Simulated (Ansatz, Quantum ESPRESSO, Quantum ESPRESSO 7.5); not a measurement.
**Complex bands of BP, zinc blende type, lattice constant set to 4.637 Å**

Aim: how fast states decay in the gap of BP, zinc blende type, lattice constant set to 4.637 Å.

Program: Quantum ESPRESSO 7.5. Level of theory: plane-wave DFT, LDA, GBRV ultrasoft pseudopotentials (cross-check by Ansatz 0.2.0 with PAW datasets). Results are calculated unless marked as measured.

### 1. The starting structure

Symmetry: F-43m, No. 216, cubic system. Conventional cell: a = 4.637 Å, b = 4.637 Å, c = 4.637 Å, α = 90.00°, β = 90.00°, γ = 90.00°. Nearest to B lie 4 P at 2.01 Å. P has 4 B at 2.01 Å nearest. Farther neighbours are not listed.

Structure file:

```cif
data_structure
_symmetry_space_group_name_H-M 'F-43m'
_symmetry_Int_Tables_number 216
_cell_length_a 4.6370
_cell_length_b 4.6370
_cell_length_c 4.6370
_cell_angle_alpha 90.000
_cell_angle_beta 90.000
_cell_angle_gamma 90.000
_cell_volume 99.70
loop_
_atom_site_label
_atom_site_type_symbol
_atom_site_symmetry_multiplicity
_atom_site_Wyckoff_symbol
_atom_site_fract_x
_atom_site_fract_y
_atom_site_fract_z
_atom_site_occupancy
B1 B 4 a 0.00000 0.00000 0.00000 1
P1 P 4 c 0.75000 0.75000 0.25000 1
```

### 2. Self-consistent run

pwcond needs a cell whose third axis lies along the current and stands perpendicular to the other two.

File scf.in:

```
&control
  prefix = 'scf'
  outdir = './out'
  pseudo_dir = './pseudo'
  calculation = 'scf'
  tprnfor = .true.
/
&system
  ibrav = 0
  nat = 4
  ntyp = 2
  ecutwfc = 40
  ecutrho = 200
  occupations = 'fixed'
  nbnd = 12
/
&electrons
  conv_thr = 1e-09
  mixing_beta = 0.6
  electron_maxstep = 120
/
ATOMIC_SPECIES
  B   10.8100  b_lda_v1.4.uspp.F.UPF
  P   30.9738  p_lda_v1.5.uspp.F.UPF
CELL_PARAMETERS angstrom
  3.27885414436202 0.00000000000000 0.00000000000000
  0.00000000000000 3.27885414436202 0.00000000000000
  0.00000000000000 0.00000000000000 4.63700000000000
ATOMIC_POSITIONS crystal
  B   0.000000000000 0.000000000000 0.000000000000
  P   0.500000000000 0.000000000000 0.250000000000
  B   0.500000000000 0.500000000000 0.500000000000
  P   0.000000000000 0.500000000000 0.750000000000
K_POINTS automatic
  8 8 6 0 0 0
```

Run with:

```console
> OMP_NUM_THREADS=1 mpirun -n 2 pw.x -nk 2 -in scf.in > scf.out
```

The program printed:

```text
Program PWSCF v.7.5 starts
[citation notice left out]

     Parallel version (MPI & OpenMP), running on       2 processor cores
     Number of MPI processes:                 2
     Threads/MPI process:                     1

     MPI processes distributed on     1 nodes
[...]
Current dimensions of program PWSCF are:
     Max number of different atomic species (ntypx) = 10
     Max number of k-points (npk) =  40000
     Max angular momentum in pseudopotentials (lmaxx) =  4
     Found identity + ( -0.5000 -0.5000 -0.5000) symmetry
     This is a supercell, fractional translations are disabled
     Message from routine setup:
     using ibrav=0 with symmetry is DISCOURAGED, use correct ibrav instead

     K-points division:     npool     =       2
     Subspace diagonalization in iterative solution of the eigenvalue problem:
     a serial algorithm will be used

     G-vector sticks info
     --------------------
     sticks:   dense  smooth     PW     G-vecs:    dense   smooth      PW
     Sum         609     489    149                15983    11507    1999

     Using Slab Decomposition

     bravais-lattice index     =            0
     lattice parameter (alat)  =       6.1961  a.u.
     unit-cell volume          =     336.4170 (a.u.)^3
     number of atoms/cell      =            4
     number of atomic types    =            2
     number of electrons       =        16.00
     number of Kohn-Sham states=           12
     kinetic-energy cutoff     =      40.0000  Ry
     charge density cutoff     =     200.0000  Ry
     scf convergence threshold =      1.0E-09
     mixing beta               =       0.6000
     number of iterations used =            8  plain     mixing
     Exchange-correlation=  SLA  PZ   NOGX NOGC
                           (   1   1   0   0   0   0   0)

     celldm(1)=   6.196136  celldm(2)=   0.000000  celldm(3)=   0.000000
     celldm(4)=   0.000000  celldm(5)=   0.000000  celldm(6)=   0.000000

     crystal axes: (cart. coord. in units of alat)
               a(1) = (   1.000000   0.000000   0.000000 )
               a(2) = (   0.000000   1.000000   0.000000 )
               a(3) = (   0.000000   0.000000   1.414214 )

     reciprocal axes: (cart. coord. in units 2 pi/alat)
               b(1) = (  1.000000  0.000000  0.000000 )
               b(2) = (  0.000000  1.000000  0.000000 )
               b(3) = (  0.000000  0.000000  0.707107 )

     PseudoPot. # 1 for B  read from file:
     ./pseudo/b_lda_v1.4.uspp.F.UPF
     Pseudo is Ultrasoft + core correction, Zval =  3.0
     Generated by new atomic code, or converted to UPF format
     Using radial grid of  781 points,  4 beta functions with:
                l(1) =   0
                l(2) =   0
                l(3) =   1
                l(4) =   1
     Q(r) pseudized with  8 coefficients,  rinner =    1.100   1.100   1.100

     PseudoPot. # 2 for P  read from file:
     ./pseudo/p_lda_v1.5.uspp.F.UPF
     Pseudo is Ultrasoft + core correction, Zval =  5.0
     Generated by new atomic code, or converted to UPF format
     Using radial grid of  903 points,  6 beta functions with:
                l(1) =   0
                l(2) =   0
                l(3) =   1
                l(4) =   1
                l(5) =   2
                l(6) =   2
     Q(r) pseudized with  8 coefficients,  rinner =    1.300   1.300   1.300
                                                       1.300   1.300

     atomic species   valence    mass     pseudopotential
     B                 3.00    10.81000     B ( 1.00)
     P                 5.00    30.97380     P ( 1.00)

      8 Sym. Ops. (no inversion) found

   Cartesian axes

     site n.     atom                  positions (alat units)
         1        B      tau(   1) = (   0.0000000   0.0000000   0.0000000  )
         2        P      tau(   2) = (   0.5000000   0.0000000   0.3535534  )
         3        B      tau(   3) = (   0.5000000   0.5000000   0.7071068  )
         4        P      tau(   4) = (   0.0000000   0.5000000   1.0606602  )

     number of k points=    60
                       cart. coord. in units 2pi/alat
        k(    1) = (   0.0000000   0.0000000   0.0000000), wk =   0.0052083
        k(    2) = (   0.0000000   0.0000000   0.1178511), wk =   0.0104167
        k(    3) = (   0.0000000   0.0000000   0.2357023), wk =   0.0104167
        k(    4) = (   0.0000000   0.0000000  -0.3535534), wk =   0.0052083
        k(    5) = (   0.0000000   0.1250000   0.0000000), wk =   0.0208333
        k(    6) = (   0.0000000   0.1250000   0.1178511), wk =   0.0416667
        k(    7) = (   0.0000000   0.1250000   0.2357023), wk =   0.0416667
        k(    8) = (   0.0000000   0.1250000  -0.3535534), wk =   0.0208333
        k(    9) = (   0.0000000   0.2500000   0.0000000), wk =   0.0208333
        k(   10) = (   0.0000000   0.2500000   0.1178511), wk =   0.0416667
[...]
k(   60) = (  -0.5000000  -0.5000000  -0.3535534), wk =   0.0052083

     Dense  grid:    15983 G-vectors     FFT dimensions: (  27,  27,  40)

     Smooth grid:    11507 G-vectors     FFT dimensions: (  25,  25,  36)

     Estimated max dynamical RAM per process >      43.97 MB

     Estimated total dynamical RAM >      84.03 MB

     Initial potential from superposition of free atoms

     starting charge      15.9992, renormalised to      16.0000
     Starting wfcs are   16 randomized atomic wfcs

     total cpu time spent up to now is        1.0 secs

     per-process dynamical memory:    23.8 Mb

     Self-consistent Calculation

     iteration #  1     ecut=    40.00 Ry     beta= 0.60
     Davidson diagonalization with overlap
     ethr =  1.00E-02,  avg # of iterations =  3.3

     total cpu time spent up to now is        2.4 secs

     total energy              =     -43.94929179 Ry
     estimated scf accuracy    <       0.27675212 Ry

     iteration #  2     ecut=    40.00 Ry     beta= 0.60
[...]
total energy              =     -44.00145206 Ry
     estimated scf accuracy    <       0.02924571 Ry

     iteration #  3     ecut=    40.00 Ry     beta= 0.60
[...]
total energy              =     -44.00499095 Ry
     estimated scf accuracy    <       0.00167066 Ry

     iteration #  4     ecut=    40.00 Ry     beta= 0.60
[...]
total energy              =     -44.00528578 Ry
     estimated scf accuracy    <       0.00027224 Ry

     iteration #  5     ecut=    40.00 Ry     beta= 0.60
[...]
total energy              =     -44.00538975 Ry
     estimated scf accuracy    <       0.00003221 Ry

     iteration #  6     ecut=    40.00 Ry     beta= 0.60
[...]
total energy              =     -44.00541946 Ry
     estimated scf accuracy    <       0.00000061 Ry

     iteration #  7     ecut=    40.00 Ry     beta= 0.60
[...]
total energy              =     -44.00542028 Ry
     estimated scf accuracy    <       0.00000082 Ry

     iteration #  8     ecut=    40.00 Ry     beta= 0.60
[...]
total energy              =     -44.00542040 Ry
     estimated scf accuracy    <       0.00000116 Ry

     iteration #  9     ecut=    40.00 Ry     beta= 0.60
[...]
End of self-consistent calculation

          k = 0.0000 0.0000 0.0000 (  1449 PWs)   bands (ev):

    -6.6806  -2.1877  -0.0028   4.2808   4.2808   8.1588   8.1589   8.1589
     9.5714   9.7522  11.4416  11.4417

          k = 0.0000 0.0000 0.1179 (  1437 PWs)   bands (ev):

    -6.5226  -3.0197   1.0047   4.4303   4.4303   7.5723   7.5723   7.5854
     9.4183  10.3148  11.1375  12.1985

          k = 0.0000 0.0000 0.2357 (  1426 PWs)   bands (ev):

    -6.0519  -4.2401   2.7271   4.8733   4.8733   6.2252   6.5373   6.5373
     9.5385  10.5264  11.4134  13.7320

          k = 0.0000 0.0000-0.3536 (  1426 PWs)   bands (ev):

    -5.2812  -5.2811   4.5307   4.5307   5.5913   5.5913   5.5913   5.5913
     9.9382   9.9382  12.9664  12.9664

          k = 0.0000 0.1250 0.0000 (  1437 PWs)   bands (ev):

    -6.5030  -2.1375   0.1066   3.4022   4.4282   7.0710   7.4513   8.0633
     9.8115  11.0667  11.6211  11.7946

          k = 0.0000 0.1250 0.1179 (  1432 PWs)   bands (ev):

    -6.3462  -2.9130   0.9767   3.6421   4.5742   6.0712   7.5554   7.7539
     9.9015  11.3672  11.8234  12.0479

[...]
highest occupied, lowest unoccupied level (ev):     8.1589    9.4183

!    total energy              =     -44.00542060 Ry
     estimated scf accuracy    <          7.2E-10 Ry

     The total energy is the sum of the following terms:
     one-electron contribution =      12.21279985 Ry
     hartree contribution      =       2.63920610 Ry
     xc contribution           =     -17.78693224 Ry
     ewald contribution        =     -41.07049432 Ry

     convergence has been achieved in   9 iterations

     Forces acting on atoms (cartesian axes, Ry/au):

     atom    1 type  1   force =     0.00000000    0.00000000    0.00000000
     atom    2 type  2   force =     0.00000000    0.00000000    0.00000303
     atom    3 type  1   force =     0.00000000    0.00000000    0.00000000
     atom    4 type  2   force =     0.00000000    0.00000000   -0.00000303

     Total force =     0.000004     Total SCF correction =     0.000001
     SCF correction compared to forces is large: reduce conv_thr to get better values

[...]
=------------------------------------------------------------------------------=
   JOB DONE.
=------------------------------------------------------------------------------=
```

The job ended after 14 s (2 MPI ranks of Arm Neoverse N1, shared host; peak memory 0.16 GiB).

This step gave:

| Property | Result |
| --- | --- |
| free energy | -598.7242 eV |
| valence top, on the run's zero | 8.159 eV |
| conduction bottom, on the run's zero | 9.418 eV |
| gap by band count | 1.259 eV |

The run needed 9 iterations to bring the estimated error under 1e-09 Ry.

(Part 1 of 3 ends here.)

[Logs are printed without paths, hosts, clocks, repeated set-up lines and the standing remarks that a program may print on its own settings, such as how far it seeks lower states.]

[Hosts, paths, dates, database ids (printed as entryN), source tags and the programs' standing remarks are cut or masked in the printed files.]

[Maps of the electrostatic potential energy from Ansatz leave out the sawtooth potential of an applied field or a dipole correction, so their vacuum need not be flat; planar profiles and work functions include it.]
